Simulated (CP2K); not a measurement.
Consider hydroxyacetylene at its PBE geometry (Å).

```xyz
5

C     1.0883    0.0343   -0.2937
C    -0.1085   -0.0263   -0.1244
O    -1.4235   -0.1110   -0.0447
H     2.1475    0.0887   -0.4189
H    -1.7038    0.0143    0.8817
```

Method: CP2K XAS_TDP, all-electron GAPW, PBEh(45%), aug-cc-pVTZ, TDA, no relativity.

Question: Predict the bright core excitations at the O K edge.

Leading lines: O3 530.93 eV. The leading line of an atom is its first one with 35 % of the strongest within 2.5 eV of its lowest line over the strength cut. 

The first six lines of each atom with a strength over 0.0015:

```tsv
atom	energy (eV)	states	strength, one atom
O3 (bonded to C and H)	530.93	1	0.0174
	532.97	1	0.0247
	533.51	1	0.0176
	533.76	1	0.0139
	534.25	1	0.0039
	534.42	1	0.0058
```

Lines are vertical, at one geometry, with no vibrational structure. Without a correction of the core level, line positions, and the gaps between valence and Rydberg lines, follow the share of exact exchange. At this level such K lines come out 3 to 6 eV under measured ones. These values hold no scalar relativity, about 0.4 eV for O 1s. Rydberg lines, and the discretised continuum above threshold, depend on the basis and the box.

[Banner, clock and machine lines of the logs are left out without a mark of their own.]

[Logs are printed without paths, hosts, clocks, repeated set-up lines and the standing remarks that a program may print on its own settings, such as how far it seeks lower states.]

[Hosts, paths, dates, database ids (printed as entryN), source tags and the programs' standing remarks are cut or masked in the printed files.]
